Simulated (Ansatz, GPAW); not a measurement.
# Dielectric function and optical constants of Mn3AgP (model structure), part 2 of 3

Aim: the dielectric function of Mn3AgP (model structure), and the optical constants that follow from it. The cell was made here by substitution or stacking, whether or not such a phase is known. It was built so: All N replaced by P in the Pm-3m structure of Mn3AgN. The cell is first relaxed with Ansatz.

GPAW 26.7.0; DFT, revPBE, plane-wave PAW (GPAW data sets), scalar-relativistic, RPA, optical limit.

So far: The starting structure; Relaxation.

### 3. Ground state

First the ground state: is it a metal or has it a gap?

This step: DFT, revPBE, plane-wave PAW (GPAW data sets), scalar-relativistic, ground state (GPAW 26.7.0).

File gs.py:

```python
from ase import Atoms
from ase.dft.bandgap import bandgap
from gpaw import GPAW, PW, FermiDirac

atoms = Atoms(['Ag', 'Mn', 'Mn', 'Mn', 'P'],
              cell=[[4.40450886, 0.00000000, 0.00000000],
                    [0.00000000, 4.40450886, 0.00000000],
                    [0.00000000, 0.00000000, 4.40450886]],
              scaled_positions=[[1.00000000, 0.00000000, 0.00000000],
                                [0.50000000, 0.50000000, 0.00000000],
                                [0.50000000, 1.00000000, 0.50000000],
                                [0.00000000, 0.50000000, 0.50000000],
                                [0.50000000, 0.50000000, 0.50000000]],
              pbc=[True, True, True])
atoms.set_initial_magnetic_moments([0.0, 4.0, 4.0, 4.0, 0.0])
atoms.calc = GPAW(mode=PW(400), xc='revPBE', kpts={'size': (5, 5, 5), 'gamma': True},
                  occupations=FermiDirac(0.05), maxiter=150, txt='gs.txt')
print('energy (eV)', atoms.get_potential_energy())
print('Fermi level (eV)', atoms.calc.get_fermi_level())
print('valence electrons', atoms.calc.get_number_of_electrons())
print('gap (eV)', bandgap(atoms.calc, output=None)[0])
print('direct gap (eV)', bandgap(atoms.calc, direct=True, output=None)[0])
print('moments', atoms.get_magnetic_moments().round(3).tolist())
atoms.calc.write('gs.gpw')
```

The run is started by

```bash
> OMP_NUM_THREADS=1 python gs.py
```

Numbers of over 12 decimals in the logs are rounded to 6 here.

Output:

```text
__  _  _
 | _ |_)|_||  |
 |__||  | ||/\| - 26.7.0

Versions:
  Python: 3.12.14
  ASE:    3.29.0
  Numpy:  2.5.5
  Scipy:  1.18.1
  Libxc:  7.0.0

Input parameters:
  mode=PW(ecut=400.0),
  kpts=MonkhorstPack(size=(5, 5, 5), gamma=True),
  maxiter=150,
  occupations=Occupations(name='fermi-dirac', width=0.05, fixmagmom=False),
  xc=XC(name='revPBE')

Diagonalizing LCAO Hamiltonian
Converting LCAO to pw mode
    .----------.
   /|          |
  / |          |
 *  |          |
 | Mn   P      |
 |  .----------.
 | /   Mnn    /
 |/          /
 Ag---------*

Atoms  # Å, Bohr magnetons
|   | symbol |        x |        y |        z |    initial magnetic moments |
| 0 |     Ag | 4.404509 | 0.000000 | 0.000000 | ( 0.0000,  0.0000,  0.0000) |
| 1 |     Mn | 2.202254 | 2.202254 | 0.000000 | ( 0.0000,  0.0000,  4.0000) |
| 2 |     Mn | 2.202254 | 4.404509 | 2.202254 | ( 0.0000,  0.0000,  4.0000) |
| 3 |     Mn | 0.000000 | 2.202254 | 2.202254 | ( 0.0000,  0.0000,  4.0000) |
| 4 |      P | 2.202254 | 2.202254 | 2.202254 | ( 0.0000,  0.0000,  0.0000) |

Unit cell  # Å
| periodic |        x |        y |        z |  lengths |    angles |
|      yes | 4.404509 | 0.000000 | 0.000000 | 4.404509 | 90.000000 |
|      yes | 0.000000 | 4.404509 | 0.000000 | 4.404509 | 90.000000 |
|      yes | 0.000000 | 0.000000 | 4.404509 | 4.404509 | 90.000000 |

Number of symmetries: 48
Symmetry operations  # r_c * U_cc + t_c -> r_c
|    | kind |            matrix            |
|  0 |  E   |  1, 0, 0,  0, 1, 0,  0, 0, 1 |
|  1 |  σ   |  1, 0, 0,  0, 1, 0,  0, 0,-1 |
|  2 |  σ   |  1, 0, 0,  0, 0, 1,  0, 1, 0 |
|  3 |  C4  |  1, 0, 0,  0, 0, 1,  0,-1, 0 |
|  4 |  C4  |  1, 0, 0,  0, 0,-1,  0, 1, 0 |
|  5 |  σ   |  1, 0, 0,  0, 0,-1,  0,-1, 0 |
|  6 |  σ   |  1, 0, 0,  0,-1, 0,  0, 0, 1 |
|  7 |  C2  |  1, 0, 0,  0,-1, 0,  0, 0,-1 |
|  8 |  σ   |  0, 1, 0,  1, 0, 0,  0, 0, 1 |
|  9 |  C2  |  0, 1, 0,  1, 0, 0,  0, 0,-1 |
| 10 |  C3  |  0, 1, 0,  0, 0, 1,  1, 0, 0 |
| 11 |  S6  |  0, 1, 0,  0, 0, 1, -1, 0, 0 |
| 12 |  S6  |  0, 1, 0,  0, 0,-1,  1, 0, 0 |
| 13 |  C3  |  0, 1, 0,  0, 0,-1, -1, 0, 0 |
| 14 |  C4  |  0, 1, 0, -1, 0, 0,  0, 0, 1 |
| 15 |  S4  |  0, 1, 0, -1, 0, 0,  0, 0,-1 |
| 16 |  C3  |  0, 0, 1,  1, 0, 0,  0, 1, 0 |
| 17 |  S6  |  0, 0, 1,  1, 0, 0,  0,-1, 0 |
| 18 |  σ   |  0, 0, 1,  0, 1, 0,  1, 0, 0 |
| 19 |  C4  |  0, 0, 1,  0, 1, 0, -1, 0, 0 |
| 20 |  C2  |  0, 0, 1,  0,-1, 0,  1, 0, 0 |
| 21 |  S4  |  0, 0, 1,  0,-1, 0, -1, 0, 0 |
| 22 |  S6  |  0, 0, 1, -1, 0, 0,  0, 1, 0 |
| 23 |  C3  |  0, 0, 1, -1, 0, 0,  0,-1, 0 |
| 24 |  S6  |  0, 0,-1,  1, 0, 0,  0, 1, 0 |
| 25 |  C3  |  0, 0,-1,  1, 0, 0,  0,-1, 0 |
| 26 |  C4  |  0, 0,-1,  0, 1, 0,  1, 0, 0 |
| 27 |  σ   |  0, 0,-1,  0, 1, 0, -1, 0, 0 |
| 28 |  S4  |  0, 0,-1,  0,-1, 0,  1, 0, 0 |
| 29 |  C2  |  0, 0,-1,  0,-1, 0, -1, 0, 0 |
| 30 |  C3  |  0, 0,-1, -1, 0, 0,  0, 1, 0 |
| 31 |  S6  |  0, 0,-1, -1, 0, 0,  0,-1, 0 |
| 32 |  C4  |  0,-1, 0,  1, 0, 0,  0, 0, 1 |
| 33 |  S4  |  0,-1, 0,  1, 0, 0,  0, 0,-1 |
| 34 |  S6  |  0,-1, 0,  0, 0, 1,  1, 0, 0 |
| 35 |  C3  |  0,-1, 0,  0, 0, 1, -1, 0, 0 |
| 36 |  C3  |  0,-1, 0,  0, 0,-1,  1, 0, 0 |
| 37 |  S6  |  0,-1, 0,  0, 0,-1, -1, 0, 0 |
| 38 |  σ   |  0,-1, 0, -1, 0, 0,  0, 0, 1 |
| 39 |  C2  |  0,-1, 0, -1, 0, 0,  0, 0,-1 |
| 40 |  σ   | -1, 0, 0,  0, 1, 0,  0, 0, 1 |
| 41 |  C2  | -1, 0, 0,  0, 1, 0,  0, 0,-1 |
| 42 |  C2  | -1, 0, 0,  0, 0, 1,  0, 1, 0 |
| 43 |  S4  | -1, 0, 0,  0, 0, 1,  0,-1, 0 |
| 44 |  S4  | -1, 0, 0,  0, 0,-1,  0, 1, 0 |
| 45 |  C2  | -1, 0, 0,  0, 0,-1,  0,-1, 0 |
| 46 |  C2  | -1, 0, 0,  0,-1, 0,  0, 0, 1 |
| 47 |  i   | -1, 0, 0,  0,-1, 0,  0, 0,-1 |

BZ-sampling:
  Number of BZ points: 125
  Number of IBZ points: 10

  Monkhorst-Pack size: [5, 5, 5]
  Monkhorst-Pack shift: [0, 0, 0]

K-points  # in reciprocal-cell coordinates
|   |                                coordinates |     weight |
| 0 | (  0.00000000,   0.00000000,   0.00000000) | 0.00800000 |
| 1 | (  0.20000000,   0.00000000,   0.00000000) | 0.04800000 |
| 2 | (  0.20000000,   0.20000000,   0.00000000) | 0.09600000 |
| 3 | (  0.20000000,   0.20000000,   0.20000000) | 0.06400000 |
| 4 | (  0.40000000,   0.00000000,   0.00000000) | 0.04800000 |
| 5 | (  0.40000000,   0.20000000,   0.00000000) | 0.19200000 |
| 6 | (  0.40000000,   0.20000000,   0.20000000) | 0.19200000 |
| 7 | (  0.40000000,   0.40000000,   0.00000000) | 0.09600000 |
| 8 | (  0.40000000,   0.40000000,   0.20000000) | 0.19200000 |
| 9 | (  0.40000000,   0.40000000,   0.40000000) | 0.06400000 |

Plane wave coefficients: 1562
Cutoff: 400.0 eV

Spin-components: 2 (collinear spins)
Bands:           52
Projectors:      29
Spin-degeneracy: 1
Datatype:        complex128

Parallelization:
  kpt:    1
  domain: 1
  band:   1

Density:
  Valence electrons: 67.0
  Components: 2
  Grid points: [21 21 21]
  Charge: 0.0  # |e|

Potential:
  Grid points: [21 21 21]

species:
  Ag:
    name:    Silver
    id:
    Z:       47.0
    valence: 17
    core:    30
    charge:  0.0  # [|e|]
    compensation charges:
      type: gauss
      rc: 0.40  # [Å]
      lmax: 2
    cutoffs:
      filter: 2.35  # [Å]
      core: 2.19  # [Å]
    projectors
    | kind |    occ | energy [eV] | rcut [Å] |
    |   5s |  1.000 |      -4.283 |    1.286 |
    |   4p |  6.000 |     -58.516 |    1.328 |
    |   5p |  0.000 |      -0.712 |    1.328 |
    |   4d | 10.000 |      -7.382 |    1.180 |
    |    s |        |      22.929 |    1.286 |
    |    d |        |      19.829 |    1.180 |

    Using partial waves for Ag as LCAO basis

  Mn:
    name:    Manganese
    id:
    Z:       25.0
    valence: 15
    core:    10
    charge:  0.0  # [|e|]
    compensation charges:
      type: gauss
      rc: 0.38  # [Å]
      lmax: 2
    cutoffs:
      filter: 2.14  # [Å]
      core: 0.86  # [Å]
    projectors
    | kind |    occ | energy [eV] | rcut [Å] |
    |   3s |  2.000 |     -85.913 |    1.275 |
    |   4s |  2.000 |      -5.050 |    1.275 |
    |   3p |  6.000 |     -54.598 |    1.281 |
    |   4p |  0.000 |      -1.347 |    1.281 |
    |   3d |  5.000 |      -6.716 |    1.138 |
    |    d |        |      20.495 |    1.138 |

    Using partial waves for Mn as LCAO basis

  P:
    name:    Phosphorus
    id:
    Z:       15.0
    valence: 5
    core:    10
    charge:  0.0  # [|e|]
    compensation charges:
      type: gauss
      rc: 0.30  # [Å]
      lmax: 2
    cutoffs:
      filter: 1.69  # [Å]
      core: 1.81  # [Å]
    projectors
    | kind |    occ | energy [eV] | rcut [Å] |
    |   3s |  2.000 |     -13.940 |    0.953 |
    |   3p |  3.000 |      -5.481 |    0.953 |
    |    s |        |      13.271 |    0.953 |
    |    p |        |      21.731 |    0.953 |
    |    d |        |       0.000 |    0.953 |

    Using partial waves for P as LCAO basis

Reference energy: -248462.854115  # eV

eigensolver:
  PPCG
  Converge bands: occupied
  niter=2

density mixing:
  MSR1-Mixer
  Pratt-step length: 0.05
  Maximum mixing coefficient: 0.75
  Old densities: 10
  SVD Regularization: 0.005
  Good broyden scale: 1.0
  Trust region scale: 1.0
  Backstep threshold: 4.0
  History deletion threshold: 6.0
  Fourier metric: weight=20.0, sigma=0.015

occupation numbers:
  Fermi-Dirac:
    width: 0.0500  # eV

poisson solver:
  ecut: 3200.0  # eV

xc functional:
  name: revPBE with 2 nearest neighbor stencil

convergence criteria:
- Maximum [total energy] change in last 3 cyles: 0.0005 eV / valence electron
- Maximum integral of absolute [dens]ity change: 0.0001 electrons / valence electron
- Maximum integral of absolute [eigenst]ate change: 4e-08 eV^2 / valence electron
maximum number of iterations: 150

SCF iterations
|iter     |      energy | eigst |  dens |  magmom |
|iter:   1||  -36.045945 | +0.37 |       | +12.0190|
|iter:   2||  -34.972244 | -1.22 | -1.07 | +11.9475|
|iter:   3||  -34.113061 | -1.84 | -1.19 | +11.6965|
|iter:   4||  -34.094231 | -2.17 | -1.35 | +11.2455|
|iter:   5||  -34.227265 | -2.88 | -1.53 | +10.6001|
|iter:   6||  -34.273562 | -2.76 | -1.81 |  +9.9044|
|iter:   7||  -34.273987 | -4.43 | -2.63 |  +9.8625|
|iter:   8||  -34.274271c| -5.06 | -2.90 |  +9.8480|
|iter:   9||  -34.274304c| -5.20 | -3.07 |  +9.8201|
|iter:  10||  -34.274306c| -6.49 | -3.62 |  +9.8218|
|iter:  11||  -34.274307c| -7.47c| -4.16c|  +9.8224|

Converged in 11 steps
SCF loop duration: 42.259 s (3.842 s/step)
Energy contributions relative to reference atoms: (reference = -248462.854115)

Energy contributions:
  Kinetic:          23.263873
  Coulomb:         -19.130245
  Zero:              0.756503
  External:          0.000000
  Xc:              -39.155529
  Entropy:          -0.017817
  Spinorbit:         0.000000
  ----------------------------
  Free energy:     -34.283215
  Extrapolated:    -34.274307

dipole moment: (-23.510871, -23.510871, -23.510871)  # |e|*Ang

Total magnetic moment: (0.000000, 0.000000, 9.822392)

Local magnetic moments
|        x |        y |         z |
| 0.000000 | 0.000000 |  0.014707 |  # Ag   0
| 0.000000 | 0.000000 |  3.212315 |  # Mn   1
| 0.000000 | 0.000000 |  3.212315 |  # Mn   2
| 0.000000 | 0.000000 |  3.212315 |  # Mn   3
| 0.000000 | 0.000000 | -0.101985 |  # P    4

Fermi level: 6.711
Eigenvalues  # (at kpt = [0.000, 0.000, 0.000])
| band index |      eig [eV] | occ [0-1] |      eig [eV] | occ [0-1] |
|          0 |       -74.153 |     1.000 |       -70.574 |     1.000 |
|        ... |               |           |               |           |
|         26 |         3.593 |     1.000 |         5.765 |     1.000 |
|         27 |         3.593 |     1.000 |         5.765 |     1.000 |
|         28 |         4.276 |     1.000 |         6.871 |     0.039 |
|         29 |         4.276 |     1.000 |         6.871 |     0.039 |
|         30 |         4.628 |     1.000 |         7.268 |     0.000 |
|         31 |         4.628 |     1.000 |         7.268 |     0.000 |
|         32 |         5.167 |     1.000 |         8.321 |     0.000 |
|         33 |         5.167 |     1.000 |         8.321 |     0.000 |
|         34 |         5.167 |     1.000 |         8.321 |     0.000 |
|         35 |         5.357 |     1.000 |         8.786 |     0.000 |
|         36 |         5.538 |     1.000 |         8.786 |     0.000 |
|         37 |         5.538 |     1.000 |         8.786 |     0.000 |
|         38 |         5.538 |     1.000 |         9.161 |     0.000 |
|         39 |         8.967 |     0.000 |        11.151 |     0.000 |
|         40 |        10.360 |     0.000 |        11.422 |     0.000 |
|        ... |               |           |               |           |
|         51 |        21.347 |     0.000 |        21.557 |     0.000 |

No gap
No difference between direct/indirect transitions

--- standard output ---
energy (eV) -34.274307
Fermi level (eV) 6.710992
valence electrons 67.0
gap (eV) 0.0
direct gap (eV) 0.0
moments [0.015, 3.212, 3.212, 3.212, -0.102]
```

Wall time 46 s (1 thread of Arm Neoverse V1, shared host); peak memory 0.19 GiB.

This step gave:

| Quantity | Value |
| --- | --- |
| energy | -34.27 eV |
| Fermi energy | 6.711 eV |
| electrons | 67 |
| site moments | 0.015, 3.212, 3.212, 3.212, -0.102 μB |

There are states at the Fermi level within the smearing, so the occupations stay smeared and the carriers get a Drude term.

### 4. Bands for the response

The response needs many more empty bands than the density does.

This step: DFT, revPBE, plane-wave PAW (GPAW data sets), scalar-relativistic, bands at fixed density (GPAW 26.7.0).

File nscf.py:

```python
from ase.dft.bandgap import bandgap
from gpaw import GPAW, FermiDirac

calc = GPAW('gs.gpw').fixed_density(kpts={'size': (8, 8, 8), 'gamma': True}, nbands=70, convergence={'bands': 64},
                                    occupations=FermiDirac(0.05), txt='nscf.txt')
print('gap (eV)', bandgap(calc, output=None)[0])
print('direct gap (eV)', bandgap(calc, direct=True, output=None)[0])
print('top band over the Fermi level (eV)', min(calc.get_eigenvalues(kpt=k)[63] for k in range(len(calc.get_ibz_k_points()))) - calc.get_fermi_level())
calc.write('full.gpw', mode='all')
```

The run is started by

```bash
> OMP_NUM_THREADS=1 python nscf.py
```

Output:

```text
Diagonalizing LCAO Hamiltonian
Converting LCAO to pw mode
convergence criteria:
- Maximum integral of absolute [eigenst]ate change: 4e-08 eV^2 / valence electron
maximum number of iterations: 150

SCF iterations
|iter     |      energy | eigst |  dens |  magmom |
|iter:   1||             | +2.37 |       |  +9.8224|
|iter:   2||             | +1.26 |       |  +9.8224|
|iter:   3||             | +0.25 |       |  +9.8224|
|iter:   4||             | -0.59 |       |  +9.8224|
|iter:   5||             | -1.21 |       |  +9.8224|
|iter:   6||             | -1.74 |       |  +9.8224|
|iter:   7||             | -2.27 |       |  +9.8224|
|iter:   8||             | -2.84 |       |  +9.8224|
|iter:   9||             | -3.47 |       |  +9.8224|
|iter:  10||             | -4.36 |       |  +9.8224|
|iter:  11||             | -5.15 |       |  +9.8224|
|iter:  12||             | -5.75 |       |  +9.8224|
|iter:  13||             | -6.33 |       |  +9.8224|
|iter:  14||             | -6.92 |       |  +9.8224|
|iter:  15||             | -7.36 |       |  +9.8224|
|iter:  16||             | -7.75c|       |  +9.8224|
SCF steps: 16
  __  _  _
 | _ |_)|_||  |
 |__||  | ||/\| - 26.7.0

Versions:
  Python: 3.12.14
  ASE:    3.29.0
  Numpy:  2.5.5
  Scipy:  1.18.1
  Libxc:  7.0.0

Input parameters:
  mode=PW(ecut=400.0),
  convergence={'bands': 64},
  gpts=array([21, 21, 21]),
  kpts=MonkhorstPack(size=(8, 8, 8), gamma=True),
  maxiter=150,
  nbands=70,
  occupations=Occupations(name='fermi-dirac', width=0.05, fixmagmom=False),
  parallel={},
  xc=XC(name='revPBE')

--- standard output ---
gap (eV) 0.0
direct gap (eV) 0.0
top band over the Fermi level (eV) 19.500790
```

Run time: 4 min. Hardware: 1 thread; peak memory 0.31 GiB.

(Continued in part 3 of 3.)

[Machine, clock and banner lines and Python warnings are left out of the logs.]

[Logs are printed without paths, hosts, clocks, repeated set-up lines and the standing remarks that a program may print on its own settings, such as how far it seeks lower states.]

[Hosts, paths, dates, database ids (printed as entryN), source tags and the programs' standing remarks are cut or masked in the printed files.]
